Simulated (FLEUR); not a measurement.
**Nickel: energy against a fixed spin moment**

Wanted: E(M) for Nickel, with its minima.

Method: PBEsol; all-electron FLAPW, Dirac cores, scalar-relativistic bands, in FLEUR MaX-R8.1.

### Step 1. Set-up

The structure is cubic, space group Fm-3m (No. 225). The conventional cell has a = 3.524 Å, b = 3.524 Å, c = 3.524 Å, α = 90.00°, β = 90.00°, γ = 90.00°. Ni has 12 Ni at 2.49 Å nearest.

### Step 2. The free run

The free run tells which range of moments is worth scanning.

inpgen writes inp.xml from crystal.txt; cutoffs, mixing, functional, smearing and local orbitals are then set in the file. The k list default-1 (kpts.xml, not shown) is a Γ-centred 14×14×14 mesh; where the ranks do not divide the number of points, some are split in two of half the weight.

The input, inp.xml:

```
<?xml version="1.0" encoding="UTF-8" standalone="no"?>
<fleurInput fleurInputVersion="0.39">
   <comment>
      Ni
   </comment>
   <calculationSetup>
      <cutoffs Kmax="3.96" Gmax="13.9" GmaxXC="13.9" numbands="0"/>
      <scfLoop itmax="90" minDistance="0.00002" maxIterBroyd="6" imix="Anderson" alpha="0.05" precondParam="0.0" spinf="2.0" sdNocoIR="T"/>
      <coreElectrons ctail="T" frcor="F" kcrel="0" coretail_lmax="0"/>
      <xcFunctional name="PBEs" relativisticCorrections="F"/>
      <magnetism jspins="2"/>
      <soc l_soc="F" theta="0.0" phi="0.0" spav="F"/>
      <expertModes spex="0" secvar="F"/>
      <geometryOptimization l_f="F" forcealpha="1.0" forcemix="BFGS" epsdisp="0.00001" epsforce="0.00001"/>
      <ldaU l_linMix="F" mixParam="0.05" spinf="1.0"/>
   </calculationSetup>
   <cell>
      <bzIntegration valenceElectrons="18.0" mode="hist" fermiSmearingEnergy="0.00293995">
         <kPointListSelection listName="default-1"/>
         <xi:include xmlns:xi="http://www.w3.org/2001/XInclude" href="kpts.xml"> </xi:include>
      </bzIntegration>
      <xi:include xmlns:xi="http://www.w3.org/2001/XInclude" href="sym.xml"> </xi:include>
      <bulkLattice scale="1.0">
         <bravaisMatrix>
            <row-1>    0.0000000000000000     3.3295745993471009     3.3295745993471009</row-1>
            <row-2>    3.3295745993471009     0.0000000000000000     3.3295745993471009</row-2>
            <row-3>    3.3295745993471009     3.3295745993471009     0.0000000000000000</row-3>
         </bravaisMatrix>
      </bulkLattice>
   </cell>
   <atomSpecies>
      <species name="Nickel (Ni1.000" element="Ni" atomicNumber="28">
         <mtSphere radius="2.3" gridPoints="761" logIncrement="0.016"/>
         <atomicCutoffs lmax="8" lnonsphr="6"/>
         <electronConfig flipSpins="F">
            <coreConfig>(1s1/2) (2s1/2) (2p1/2) (2p3/2)</coreConfig>
            <valenceConfig>(3s1/2) (3p1/2) (3p3/2) (4s1/2) (3d3/2) (3d5/2)</valenceConfig>
            <stateOccupation state="(3d3/2)" spinUp="1.6" spinDown="1.6"/>
            <stateOccupation state="(3d5/2)" spinUp="2.9" spinDown="1.9"/>
         </electronConfig>
         <energyParameters s="4" p="4" d="3" f="4"/>
         <lo type="SCLO" l="0" n="3" eDeriv="0"/>
         <lo type="SCLO" l="1" n="3" eDeriv="0"/>
      </species>
   </atomSpecies>
   <atomGroups>
      <atomGroup species="Nickel (Ni1.000">
         <relPos label="                   1">.0000000000 .0000000000 .0000000000</relPos>
         <force calculate="T" relaxXYZ="TTT"/>
      </atomGroup>
   </atomGroups>
   <output dos="F" band="F" slice="F">
      <bandDOS minEnergy="-.5*Htr" maxEnergy="0.5*Htr" sigma="0.015" storeEVData="T"/>
      <plotting iplot="0" polar="F">
         <plot TwoD="T" vec1="  1.0  0.0  0.0" vec2="  0.0  1.0  0.0" vec3="  0.0  0.0  1.0" zero="  0.0  0.0  0.0" file="plot"/>
      </plotting>
      <moessbauerParams electricFieldGradient="F" isomerShift="F" coreHyperfine="F" valenceHyperfine="F"/>
   </output>
</fleurInput>
```

The input, crystal.txt:

```
Ni
&input film=F cartesian=F /
0.00000000000  1.76193500000  1.76193500000
1.76193500000  0.00000000000  1.76193500000
1.76193500000  1.76193500000  0.00000000000
1.8897261246
1.0 1.0 1.0

1
28 0.00000000000  0.00000000000  0.00000000000 : 1.000

&kpt div1=14 div2=14 div3=14 gamma=T /
```

Command:

```
> OMP_NUM_THREADS=1 inpgen -f crystal.txt > inpgen.log  # inp.xml is then edited as shown
> OMP_NUM_THREADS=1 mpirun -n 4 fleur_MPI > fleur.log
```

Output:

```text
Welcome to FLEUR        (www.flapw.de)
      MaX-Release 8.1          (www.max-centre.eu)

 ========== k-point set info ==========
 Selected k-point list: default-1
 k-point list type: mesh
 14 x 14 x 14
 Number of k points: 104

 ------------Calculation Setup---------------------------
 Number of MPI-tasks      :            4
 Number of PE/node        :            4
 Number of OMP-threads    :            1
 k-points in parallel     :            4
 pe's per k-point         :            1
 No of k-point loops      :           26
 Eigenvalue solver        :       lapack
 Number of basis functions:           88
 Approximate size of matrices (H+S) per k-point:         0.000 GB
 --------------------------------------------------------
 Iteration:     1   Distance:       8.33693541 me/bohr^3
 Iteration:     2   Distance:       7.97890304 me/bohr^3
 Iteration:     3   Distance:       4.23356890 me/bohr^3
 Iteration:     4   Distance:       1.59417156 me/bohr^3
 Iteration:     5   Distance:       1.90956555 me/bohr^3
 Iteration:     6   Distance:       0.97885162 me/bohr^3
 Iteration:     7   Distance:       0.95684635 me/bohr^3
 Iteration:     8   Distance:       0.23574649 me/bohr^3
 Iteration:     9   Distance:       0.15649238 me/bohr^3
 Iteration:    10   Distance:       0.21261175 me/bohr^3
 Iteration:    11   Distance:       0.01767055 me/bohr^3
 Iteration:    12   Distance:       0.01703291 me/bohr^3
 Iteration:    13   Distance:       0.00463446 me/bohr^3
 Iteration:    14   Distance:       0.00314979 me/bohr^3
 Iteration:    15   Distance:       0.00059753 me/bohr^3
 Iteration:    16   Distance:       0.00087065 me/bohr^3
 Iteration:    17   Distance:       0.00083970 me/bohr^3
 Iteration:    18   Distance:       0.00020124 me/bohr^3
 Iteration:    19   Distance:       0.00010073 me/bohr^3
 Iteration:    20   Distance:       0.00003246 me/bohr^3
 Iteration:    21   Distance:       0.00000681 me/bohr^3

 ********************************************************************
 Run finished successfully
 Stop message:
   all done
 ********************************************************************

--- out.xml (last complete iteration) ---
<iteration numberForCurrentRun="   21" overallNumber="   21">
         <energyParameters units="Htr">
            <atomicEP atomType="1" spin="1" branch="4s" branchLowest="-3.46" branchHighest="1.65" value="0.1924875304"/>
            <atomicEP atomType="1" spin="1" branch="4p" branchLowest="-2.00" branchHighest="2.24" value="0.3354600747"/>
            <atomicEP atomType="1" spin="1" branch="3d" branchLowest="-9.99" branchHighest="0.35" value="0.2551628568"/>
            <atomicEP atomType="1" spin="1" branch="4f" branchLowest="-9.99" branchHighest="3.61" value="0.6572784319"/>
            <loAtomicEP atomType="1" spin="1" branch="3s" branchLowest="-35.42" branchHighest="-3.46" value="-3.4632113225"/>
            <loAtomicEP atomType="1" spin="1" branch="3p" branchLowest="-30.39" branchHighest="-2.00" value="-2.0133336739"/>
            <atomicEP atomType="1" spin="2" branch="4s" branchLowest="-3.43" branchHighest="1.66" value="0.1873499668"/>
            <atomicEP atomType="1" spin="2" branch="4p" branchLowest="-1.97" branchHighest="2.26" value="0.3283202049"/>
            <atomicEP atomType="1" spin="2" branch="3d" branchLowest="-9.99" branchHighest="0.38" value="0.2762716756"/>
            <atomicEP atomType="1" spin="2" branch="4f" branchLowest="-9.99" branchHighest="3.63" value="0.6488164410"/>
            <loAtomicEP atomType="1" spin="2" branch="3s" branchLowest="-35.41" branchHighest="-3.43" value="-3.4337267339"/>
            <loAtomicEP atomType="1" spin="2" branch="3p" branchLowest="-30.38" branchHighest="-1.97" value="-1.9846510820"/>
         </energyParameters>
         <bandgap value="0.0048973075" units="eV"/>
         <sumValenceSingleParticleEnergies value="-16.4037558454" units="Htr"/>
         <FermiEnergy value="0.3330589170" units="Htr"/>
         <valenceDensity>
            <mtCharges spin="1">
               <mtCharge atomType="1" total="8.8908370" s="1.2227147" p="3.2011341" d="4.4476682" f="0.0144208"/>
            </mtCharges>
            <mtCharges spin="2">
               <mtCharge atomType="1" total="8.2560548" s="1.2277206" p="3.2216825" d="3.7866207" f="0.0152471"/>
            </mtCharges>
            <spinDependentCharge spin="1" total="9.3036700" interstitial="0.4128330" mtSpheres="8.8908370"/>
            <spinDependentCharge spin="2" total="8.6963300" interstitial="0.4402751" mtSpheres="8.2560548"/>
            <totalCharge value="18.0000000000"/>
         </valenceDensity>
         <coreStates atomType="     1" atomicNumber=" 28" spin="1" kinEnergy="    676.3689653425" eigValSum="   -427.4443133625" lostElectrons=" 0.000000">
            <state n="1" l="0" j="0.5" energy="-300.8189244714" weight="1.0000000000"/>
            <state n="2" l="0" j="0.5" energy="-35.4223457475" weight="1.0000000000"/>
            <state n="2" l="1" j="0.5" energy="-30.8286478896" weight="1.0000000000"/>
            <state n="2" l="1" j="1.5" energy="-30.1871976270" weight="2.0000000000"/>
         </coreStates>
         <coreStates atomType="     1" atomicNumber=" 28" spin="2" kinEnergy="    676.5170960706" eigValSum="   -427.3941309533" lostElectrons=" 0.000000">
            <state n="1" l="0" j="0.5" energy="-300.8189656500" weight="1.0000000000"/>
            <state n="2" l="0" j="0.5" energy="-35.4069513574" weight="1.0000000000"/>
            <state n="2" l="1" j="0.5" energy="-30.8172879613" weight="1.0000000000"/>
            <state n="2" l="1" j="1.5" energy="-30.1754629923" weight="2.0000000000"/>
         </coreStates>
         <allElectronCharges>
            <spinDependentCharge spin="1" total="14.3036700" interstitial="0.4128330" mtSpheres="13.8908370"/>
            <spinDependentCharge spin="2" total="13.6963300" interstitial="0.4402751" mtSpheres="13.2560548"/>
            <totalCharge value="28.0000000002"/>
         </allElectronCharges>
         <magneticMomentsInMTSpheres units="muBohr">
            <globalMagMoment atomType="1" vec="0.00000   0.00000   0.63478"/>
            <localMagMoment atomType="1" vec="0.00000   0.00000   0.63478"/>
         </magneticMomentsInMTSpheres>
         <moessbauerParams unitsHFF="kG" unitsIS="e/bohr^3" unitsEFG="Htr/bohr^2">
         </moessbauerParams>
         <totalEnergy value="    -1519.5553902108" units="Htr">
            <sumOfEigenvalues value="     -871.2422001611">
               <coreElectrons value="-854.8384443157"/>
               <valenceElectrons value="-16.4037558454"/>
            </sumOfEigenvalues>
            <densityCoulombPotentialIntegral value="-2333.1640040078"/>
            <densityEffectivePotentialIntegral value="-2414.7904207767"/>
            <chargeDenXCDenIntegral value="-62.2860290149"/>
            <FockExchangeEnergyValence value="0.0000000000"/>
            <FockExchangeEnergyCore value="0.0000000000"/>
            <atomTypeDependentContributions atomType="1">
               <electronNucleiInteractionDifferentMTs value="1824.3258740592"/>
               <MadelungTerm value="-9.9097057484"/>
            </atomTypeDependentContributions>
            <tkbTimesEntropy value="0.0014010017"/>
            <freeEnergy value="-1519.5567912124"/>
            <extrapolationTo0K value="-1519.5560907116"/>
         </totalEnergy>
         <densityConvergence units="me/bohr^3">
            <chargeDensity spin="1" distance="0.0000040201"/>
            <chargeDensity spin="2" distance="0.0000053928"/>
            <overallChargeDensity distance="0.0000066435"/>
            <spinDensity distance="0.0000068081"/>
         </densityConvergence>
      </iteration>
```

Elapsed: 8.7 s, on 4 MPI ranks of Arm Neoverse V1, shared host; peak memory 0.17 GiB.

Read from the output:

```yaml
free_energy: -41349.2468 eV
program_s_band_gap_on_this_mesh_in_a_metal_only_a_level_spacing: 0.004897 eV
magnetization: 0.6073 μB
final_state: ferromagnetic
largest_moment: 0.6348 μB
```

After 21 cycles the largest moment stands at 0.635 μB.

### Step 3. No spin polarisation

inp.xml, as its differences from that of step 2:

```diff
@@ -10,3 +10,3 @@
       <xcFunctional name="PBEs" relativisticCorrections="F"/>
-      <magnetism jspins="2"/>
+      <magnetism jspins="1"/>
       <soc l_soc="F" theta="0.0" phi="0.0" spav="F"/>
@@ -31,3 +31,3 @@
    <atomSpecies>
-      <species name="Nickel (Ni1.000" element="Ni" atomicNumber="28">
+      <species name="Nickel (Ni)" element="Ni" atomicNumber="28">
          <mtSphere radius="2.3" gridPoints="761" logIncrement="0.016"/>
@@ -37,4 +37,4 @@
             <valenceConfig>(3s1/2) (3p1/2) (3p3/2) (4s1/2) (3d3/2) (3d5/2)</valenceConfig>
-            <stateOccupation state="(3d3/2)" spinUp="1.6" spinDown="1.6"/>
-            <stateOccupation state="(3d5/2)" spinUp="2.9" spinDown="1.9"/>
+            <stateOccupation state="(3d3/2)" spinUp="1.600000" spinDown="1.600000"/>
+            <stateOccupation state="(3d5/2)" spinUp="2.400000" spinDown="2.400000"/>
          </electronConfig>
@@ -46,3 +46,3 @@
    <atomGroups>
-      <atomGroup species="Nickel (Ni1.000">
+      <atomGroup species="Nickel (Ni)">
          <relPos label="                   1">.0000000000 .0000000000 .0000000000</relPos>
```

crystal.txt, as its differences from that of step 2:

```diff
@@ -9,3 +9,3 @@
 1
-28 0.00000000000  0.00000000000  0.00000000000 : 1.000
+28 0.00000000000  0.00000000000  0.00000000000
```

Output:

```text
[banner, memory and clock lines left out]
Welcome to FLEUR        (www.flapw.de)
      MaX-Release 8.1          (www.max-centre.eu)

 ========== k-point set info ==========
 Selected k-point list: default-1
 k-point list type: mesh
 14 x 14 x 14
 Number of k points: 104

 [... set-up left out ...]
 Iteration:     1   Distance:       9.31397992 me/bohr^3
 Iteration:     2   Distance:       8.77142279 me/bohr^3
 Iteration:     3   Distance:       5.76489850 me/bohr^3
 Iteration:     4   Distance:       0.83055001 me/bohr^3
 Iteration:     5   Distance:       2.39641133 me/bohr^3
 Iteration:     6   Distance:       0.06573497 me/bohr^3
 Iteration:     7   Distance:       0.05662263 me/bohr^3
 Iteration:     8   Distance:       0.03261732 me/bohr^3
 Iteration:     9   Distance:       0.00242214 me/bohr^3
 Iteration:    10   Distance:       0.00100956 me/bohr^3
 Iteration:    11   Distance:       0.00006999 me/bohr^3
 Iteration:    12   Distance:       0.00006643 me/bohr^3
 Iteration:    13   Distance:       0.00004331 me/bohr^3
 Iteration:    14   Distance:       0.00000958 me/bohr^3

 ********************************************************************
 Run finished successfully
 Stop message:
   all done
 ********************************************************************

--- out.xml (last complete iteration) ---
<iteration numberForCurrentRun="   14" overallNumber="   14">
         [... left out ...]
         <bandgap value="0.0011405890" units="eV"/>
         <sumValenceSingleParticleEnergies value="-16.3915130755" units="Htr"/>
         <FermiEnergy value="0.3263775912" units="Htr"/>
         [... left out ...]
         <totalEnergy value="    -1519.5530425536" units="Htr">
            <sumOfEigenvalues value="     -871.2271760883">
               <coreElectrons value="-854.8356630128"/>
               <valenceElectrons value="-16.3915130755"/>
            </sumOfEigenvalues>
         [... left out ...]
            <freeEnergy value="-1519.5553957020"/>
            <extrapolationTo0K value="-1519.5542191278"/>
         </totalEnergy>
         <densityConvergence units="me/bohr^3">
            <chargeDensity spin="1" distance="0.0000095798"/>
         </densityConvergence>
      </iteration>
```

The job ended after 4.4 s (4 MPI ranks; peak memory 0.16 GiB).

Numbers from this step:

```yaml
free_energy: -41349.2088 eV
program_s_band_gap_on_this_mesh_in_a_metal_only_a_level_spacing: 0.001141 eV
final_state: non-magnetic (no spin polarisation)
```

Its energy lies +38.0 meV a cell from the free run's.

### Step 4. Moment fixed at 0.604 μB

Two Fermi energies hold the total moment; the run starts from the free run's density.

inp.xml, as its differences from that of step 3:

```diff
@@ -10,3 +10,3 @@
       <xcFunctional name="PBEs" relativisticCorrections="F"/>
-      <magnetism jspins="1"/>
+      <magnetism jspins="2" fixed_moment="0.604"/>
       <soc l_soc="F" theta="0.0" phi="0.0" spav="F"/>
@@ -31,3 +31,3 @@
    <atomSpecies>
-      <species name="Nickel (Ni)" element="Ni" atomicNumber="28">
+      <species name="Nickel (Ni1.000" element="Ni" atomicNumber="28">
          <mtSphere radius="2.3" gridPoints="761" logIncrement="0.016"/>
@@ -37,4 +37,4 @@
             <valenceConfig>(3s1/2) (3p1/2) (3p3/2) (4s1/2) (3d3/2) (3d5/2)</valenceConfig>
-            <stateOccupation state="(3d3/2)" spinUp="1.600000" spinDown="1.600000"/>
-            <stateOccupation state="(3d5/2)" spinUp="2.400000" spinDown="2.400000"/>
+            <stateOccupation state="(3d3/2)" spinUp="1.6" spinDown="1.6"/>
+            <stateOccupation state="(3d5/2)" spinUp="2.9" spinDown="1.9"/>
          </electronConfig>
@@ -46,3 +46,3 @@
    <atomGroups>
-      <atomGroup species="Nickel (Ni)">
+      <atomGroup species="Nickel (Ni1.000">
          <relPos label="                   1">.0000000000 .0000000000 .0000000000</relPos>
```

Command:

```
> OMP_NUM_THREADS=1 mpirun -n 4 fleur_MPI > fleur.log
```

Output:

```text
[banner, memory and clock lines left out]
Welcome to FLEUR        (www.flapw.de)
      MaX-Release 8.1          (www.max-centre.eu)

 ========== k-point set info ==========
 Selected k-point list: default-1
 k-point list type: mesh
 14 x 14 x 14
 Number of k points: 104

 [... set-up left out ...]
 Iteration:     1   Distance:       0.13630128 me/bohr^3
 Iteration:     2   Distance:       0.13030029 me/bohr^3
 Iteration:     3   Distance:       0.03144227 me/bohr^3
 Iteration:     4   Distance:       0.00556011 me/bohr^3
 Iteration:     5   Distance:       0.00076133 me/bohr^3
 Iteration:     6   Distance:       0.00063375 me/bohr^3
 Iteration:     7   Distance:       0.00055737 me/bohr^3
 Iteration:     8   Distance:       0.00039129 me/bohr^3
 Iteration:     9   Distance:       0.00013370 me/bohr^3
 Iteration:    10   Distance:       0.00004656 me/bohr^3
 Iteration:    11   Distance:       0.00000188 me/bohr^3

 ********************************************************************
 Run finished successfully
 Stop message:
   all done
 ********************************************************************

--- out.xml (last complete iteration) ---
<iteration numberForCurrentRun="   11" overallNumber="   32">
         [... left out ...]
         <bandgap value="0.0136491807" units="eV"/>
         <sumValenceSingleParticleEnergies value="-8.2104142454" units="Htr"/>
         <bandgap value="0.0085158258" units="eV"/>
         <sumValenceSingleParticleEnergies value="-16.4034044829" units="Htr"/>
         <FermiEnergy value="0.3330486750" units="Htr"/>
         <FixedTotalMoment fermiEnergyUp="0.3328842030" fermiEnergyDown="0.3330486750" units="Htr"/>
         [... left out ...]
         <magneticMomentsInMTSpheres units="muBohr">
            <globalMagMoment atomType="1" vec="0.00000   0.00000   0.63143"/>
         </magneticMomentsInMTSpheres>
         [... left out ...]
         <totalEnergy value="    -1519.5553906350" units="Htr">
            <sumOfEigenvalues value="     -871.2416279240">
               <coreElectrons value="-854.8382234411"/>
               <valenceElectrons value="-16.4034044829"/>
            </sumOfEigenvalues>
         [... left out ...]
            <freeEnergy value="-1519.5567904931"/>
            <extrapolationTo0K value="-1519.5560905640"/>
         </totalEnergy>
         <densityConvergence units="me/bohr^3">
            <chargeDensity spin="1" distance="0.0000010695"/>
            <chargeDensity spin="2" distance="0.0000010954"/>
            <overallChargeDensity distance="0.0000010756"/>
            <spinDensity distance="0.0000018789"/>
         </densityConvergence>
      </iteration>
```

Wall time 4.9 s (4 MPI ranks); peak memory 0.16 GiB; 19 s of CPU time.

Numbers from this step:

* magnetization: 0.604 μB

Its energy lies +0.0 meV a cell from the free run's.

(Continued in part 2 of 2.)

[Logs and program files are shortened in this print: banners, set-up blocks, solver, clock and traceback lines can be left out without a mark of their own.]

[Logs are printed without paths, hosts, clocks, repeated set-up lines and the standing remarks that a program may print on its own settings, such as how far it seeks lower states.]

[Hosts, paths, dates, database ids (printed as entryN), source tags and the programs' standing remarks are cut or masked in the printed files.]

[Where a cell is said to come from a database of computed structures, the database is the Materials Project.]
